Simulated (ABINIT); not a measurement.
An input for ABINIT 10.8.3 (KBr (Fm-3m)):

```
acell 3*1.0 Angstrom
rprim 
  0.000000000000 3.300000000000 3.300000000000
  3.300000000000 0.000000000000 3.300000000000
  3.300000000000 3.300000000000 0.000000000000
ntypat 2
znucl 19 35
natom 2
typat 1 2
xred 
  0.000000000000 0.000000000000 0.000000000000
  0.500000000000 0.500000000000 0.500000000000
pp_dirpath "pseudos"
pseudos "K.upf, Br.upf"
ecut 33
ngkpt 4 4 4
nshiftk 1
shiftk 0 0 0
kptopt 1
chksymbreak 0
istwfk *1
occopt 1
irdwfk 1
optdriver 3
nband 171
ecuteps 6
inclvkb 2
awtr 1
symchi 1
irdqps 1
gwcalctyp 28
nqptdm 7
qptdm 
  0.2500000000 0.0000000000 0.0000000000
  0.5000000000 0.0000000000 0.0000000000
  0.2500000000 0.2500000000 0.0000000000
  0.5000000000 0.2500000000 0.0000000000
  -0.2500000000 0.2500000000 0.0000000000
  0.5000000000 0.5000000000 0.0000000000
  -0.2500000000 0.5000000000 0.2500000000
indata_prefix "in"
outdata_prefix "out"
tmpdata_prefix "tmp"
```

```sh
OMP_NUM_THREADS=1 mpirun -n 4 abinit run.abi > log; mrgscr < mrgscr.stdin
```

**Question.** How long will it take on 4 MPI ranks of Arm Neoverse V1, shared host, and how much memory?

It took 55 s; on shared hardware allow 28 s to 1.8 min. Peak host memory was 1.6 GiB.

[Paths, hosts, dates, memory and timing lines, banners, echoed tables and standing remarks are left out of the program output.]

[Logs are printed without paths, hosts, clocks, repeated set-up lines and the standing remarks that a program may print on its own settings, such as how far it seeks lower states.]

[Runs of the session that timed out or met a known fault of the program may be left out.]

[Hosts, paths, dates, database ids (printed as entryN), source tags and the programs' standing remarks are cut or masked in the printed files.]

[G0W0 gaps are taken among the corrected bands and points alone; a level outside them can change the order at an edge.]

[Where Ansatz stands beside ABINIT at settings called matched, ABINIT's density can come from a denser mesh and the files from another edition; pairs whose starting gaps differed by over 0.03 eV were left out, so agreement reads better than it is.]
